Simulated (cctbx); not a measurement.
**Which space group?**

Cell: a = 7.4210 Å, b = 7.4210 Å, c = 18.0220 Å, α = 90.00°, β = 90.00°, γ = 120.00°. Expected content of the cell: Fe69 N9 B9.

The data are simulated with cctbx, not measured: Mo Kα, λ = 0.71073 Å, to d = 0.75 Å, 50 % of the full sphere, strongest reflection 20000 counts, noise from counting, a 6 % proportional error and a noise floor of 2 counts (s.d.); no absorption.

A first pass over the reflections prints:

```text
4212 reflections to d = 0.751 A
centring   violations  <I/sigma> of those
    A        609 of  2110      3.0
    B        605 of  2117      3.0
    C        614 of  2149      3.0
    I        613 of  2108      3.0
    R          0 of  2834      0.0
    F        914 of  3188      3.0
Laue class    unique    Rint  (classes that these axes allow; Friedel mates merged)
R -3 :H           462   0.047
R -3 m :H         287   0.050
space group    extra absences  I>4sigma  <I/sigma>
R 3 2 :H                0          0         -  acentric
R 3 m :H                0          0         -  acentric
R -3 m :H               0          0         -  centric
Wilson B = 1.59 A^2   <|E^2-1|> = 0.860 (0.968 centric, 0.736 acentric)   E^2>4: 4.5 %
shell (A)         n   <I/sigma>
 6.05 - 1.49     42     22.3
 1.49 - 1.19     42     17.5
 1.19 - 1.04     35     22.3
 1.04 - 0.95     33     17.9
 0.95 - 0.88     40     19.4
 0.88 - 0.83     28     13.3
 0.83 - 0.78     35     19.6
 0.78 - 0.75     32     17.2
```

Q: Read the symmetry from these tables.

The reflections that R centring forbids are absent (⟨I/σ⟩ near 0), so the lattice is R.

Rint stays low (0.047 to 0.050) up to R -3 m :H, the highest class in these axes.

3 settings pass the absence test. No glide or screw absences show, which leaves R 3 2, R 3 m and R -3 m.

⟨|E²−1|⟩ = 0.860 lies between the two ideal values. The Wilson B of 1.59 Å² means U ≈ 0.0201 Å².

The true group is R3m (no. 160), Laue class -3m, non-centrosymmetric. The tables only narrow the choice to the tied entries; cell content, site symmetry and trial solutions must settle it.

The model was made for the exercise: a known structure type with other elements put in, its volume estimated, not relaxed; displacement parameters are assumed.

[Logs are printed without paths, hosts, clocks, repeated set-up lines and the standing remarks that a program may print on its own settings, such as how far it seeks lower states.]
